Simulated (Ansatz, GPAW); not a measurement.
# A 9-layer slab of Al(100): work function by functional and basis, part 3 of 3

Aim: the work function of both faces of a 9-layer slab of Al(100), and its spread over functionals and bases.

GPAW 26.7.0 and Ansatz 0.2.0; Ansatz plane waves; slab in vacuum with a dipole correction, relaxation (the session's first sound run).

So far, upper work function (eV): step 2 (relaxation, PBE) 4.21; step 6 (self-consistent run: xc = "RPBE") 4.15; step 7 (self-consistent run: xc = "vdW-DF2", GPAW, PAW setups, GPAW) 4.38; step 8 (OptPBE vdW: xc = "optPBE-vdW", GPAW, PAW setups, GPAW) 4.34; step 9 (real-space grid: mode = "fd", PBE, GPAW) 4.22.

## (11) A second plane-wave code (continued)

The electrostatic potential energy of an electron (with the applied field's), less the Fermi level, planar mean oscillates, so the rows of the table below give means over windows of 1.96 Å about each position, cut where the curve ends. Its maxima inside the range that stand out by 2 % of the span (Å: eV): 8.0: -2.08, 10.1: -2.04, 12.0: -2.09, 14.1: -2.27, 16.1: -2.23, 18.0: -2.08, 20.1: -2.15, 22.1: -2.04. Its minima: 7.0: -5.85, 9.1: -6.05, 11.0: -6.08, 13.1: -6.09, 15.1: -6.10, 17.1: -6.10, 19.0: -6.07, 21.1: -6.05, 23.1: -5.85.

The electrostatic potential energy of an electron (with the applied field's), less the Fermi level, planar mean by z; means over each step:

```
z (Å)  electrostatic potential energy of an electron (with the applied field's), less the Fermi level, planar mean (eV)
 0.98                                                                                                              4.21
 2.94                                                                                                              4.21
 4.90                                                                                                              3.63
 6.86                                                                                                             -4.03
 8.82                                                                                                             -4.66
10.78                                                                                                             -4.65
12.74                                                                                                             -4.66
14.70                                                                                                             -4.72
16.66                                                                                                             -4.71
18.62                                                                                                             -4.60
20.58                                                                                                             -4.64
22.54                                                                                                             -4.46
24.50                                                                                                              1.24
26.46                                                                                                              4.19
28.42                                                                                                              4.21
```

The valence density, planar mean oscillates, so the rows of the table below give means over windows of 1.96 Å about each position, cut where the curve ends. Its maxima inside the range that stand out by 2 % of the span (Å: e/Å³): 8.1: 0.194, 10.1: 0.197, 12.0: 0.197, 14.1: 0.202, 16.1: 0.202, 18.0: 0.197, 20.1: 0.199, 22.1: 0.193. Its minima: 9.1: 0.164, 11.0: 0.163, 13.0: 0.163, 15.1: 0.163, 17.1: 0.163, 19.0: 0.163, 21.1: 0.164.

Table of valence density, planar mean by z; means over each step:

```
z (Å)  valence density, planar mean (e/Å³)
 0.98                               9.4e-7
 2.94                               1.5e-4
 4.90                               0.0182
 6.86                                0.151
 8.82                                0.180
10.78                                0.180
12.74                                0.181
14.70                                0.183
16.66                                0.182
18.62                                0.180
20.58                                0.182
22.54                                0.178
24.50                               0.0625
26.46                               9.9e-4
28.42                               6.3e-6
```

Force by atom:

```
atom  x (eV/Å)  y (eV/Å)  z (eV/Å)    size
 Al1    0.0000    0.0000   -0.0072  0.0072
 Al2    0.0000    0.0000    0.0475  0.0475
 Al3    0.0000    0.0000   -0.0502  0.0502
 Al4    0.0000    0.0000    0.0110  0.0110
 Al5    0.0000    0.0000   -0.0010  0.0010
 Al6    0.0000    0.0000    0.0000  0.0000
 Al7    0.0000    0.0000   -0.0021  0.0021
 Al8    0.0000    0.0000    0.0025  0.0025
 Al9    0.0000    0.0000   -0.0005  0.0005
```

ELF in the ca plane at fractional y = 0.000, with atoms of Al within 0.2 Å of it. It is the smooth field of the valence electrons, not physical close to the nuclei.

Ten even steps from '0' (0.00) to '9' (0.81), each cell a mean:
```
64334651103653336511026533455122499742000000
75445675236754456752367544566545898631000000
76666777777766667777777666667789997421000000
77777777777777777777777777777789986310000000
77667777777776667777777667777789986420000000
76555776557765556765677655667767998531000000
65334662014754346630146543456312699741000000
64223540212643235412115432354144399852000000
```
Columns run along c (16.0 Å, from fractional 0.40 to 0.93 of the cell), rows up along a (2.9 Å). Atoms in or near the plane, at fractional coordinates: Al at (0.50, 0.00), Al at (0.63, 0.00), Al at (0.77, 0.00).

Electrostatic potential energy in the ca plane at fractional y = 0.000, with atoms of Al within 0.2 Å of it. With pseudopotentials it is smooth inside the atoms' cores, unlike the true potential.

Values in eV, 5 rows by 16 columns, each cell a mean:
```
  2   4  -9 -11   2   4  -9 -11   1   4  -8 -11   1   7   7   7
  3   3  -1  -5   3   3  -1  -5   3   3   0  -5   5   7   7   7
  3   3   3   2   3   3   3   2   4   3   3   2   6   7   7   7
  3   4  -5  -9   3   4  -4 -10   3   4  -4 -10   4   7   7   7
  1   4  -9  -9   1   4  -9  -8   1   5  -9  -8   0   7   7   7
```
Columns run along c (16.0 Å, from fractional 0.40 to 0.93 of the cell; values clipped at the 3rd and 97th percentile), rows up along a (2.9 Å). Atoms in or near the plane, at fractional coordinates: Al at (0.50, 0.00), Al at (0.63, 0.00), Al at (0.77, 0.00).

Valence density in the ca plane at fractional y = 0.000, with atoms of Al within 0.2 Å of it. It is the smooth field of the valence electrons, not physical close to the nuclei.

Ten even steps from '0' (0.00 e/Å³) to '9' (0.22 e/Å³), each cell a mean:
```
87556885347975568853479765678534663100000000
97667898679976678986799776789877763100000000
88888899999988888999999888889999752100000000
88998889999889988899998899888999742100000000
88888899999888888899998888888999742100000000
88777899899987778998999877789998853100000000
97666896458976668964589766678755763100000000
86556884336975568843368755678533564100000000
```
Columns run along c (16.0 Å, from fractional 0.40 to 0.93 of the cell), rows up along a (2.9 Å). Atoms in or near the plane, at fractional coordinates: Al at (0.50, 0.00), Al at (0.63, 0.00), Al at (0.77, 0.00).

The upper face's work function is 4.213 eV, against 4.216 eV in the first plane-wave PBE run at this geometry.

## (12) Side by side

Results and costs are gathered.

This step: comparison of work functions, dipole and cost (GPAW 26.7.0).

Ladder, by row:

```
      step    code  work function, upper (eV)  work function, lower (eV)  dipole (e Å)  wall time (s)  peak memory (GiB)  threads
        pw    GPAW                      4.216                      4.216      -9.01e-5          68.33               0.22        1
       LDA    GPAW                      4.363                      4.362      -8.62e-5          51.63               0.22        1
    revPBE    GPAW                      4.154                      4.153      -1.07e-4          86.97               0.22        1
      RPBE    GPAW                      4.154                      4.153      -9.89e-5           58.7               0.22        1
   vdW-DF2    GPAW                      4.383                      4.382      -7.37e-5          133.1               0.37        1
optPBE-vdW    GPAW                      4.342                      4.342      -8.40e-5          80.79               0.36        1
        fd    GPAW                      4.216                      4.215      -2.91e-5          433.3               0.68        1
    ansatz  Ansatz                      4.213                      4.213      -1.28e-5           1.91              0.575        4
```

## (13) Summary of results

- work function, both faces: 4.22 eV
- dipole along the normal: -9.0e-5 e Å, near the numerical noise

In words: With plane waves and PBE the work function is 4.22 eV on the upper face and 4.22 eV on the lower. The measured value for this face is 4.32 eV (as compiled in "Properties of real metallic surfaces: Effects of density functional semilocality and van der Waals nonlocality", 2017, arxiv:1702.08515); the relaxed upper face lies 0.10 eV under it with PBE, and optPBE-vdW comes nearest (4.34 eV). Measured work functions scatter by a tenth of an eV or more between methods. Over the sound runs of the table the upper face's work function spans 4.154 (revPBE) to 4.383 eV (vdW-DF2). The two plane-wave codes differ by 0.0032 eV on the upper face. The in-plane lattice was kept as typed, which isn't the functional's own and leaves some strain; spin-orbit coupling and temperature are left out.

[Logs are printed without paths, hosts, clocks, repeated set-up lines and the standing remarks that a program may print on its own settings, such as how far it seeks lower states.]

[Hosts, paths, dates, database ids (printed as entryN), source tags and the programs' standing remarks are cut or masked in the printed files.]
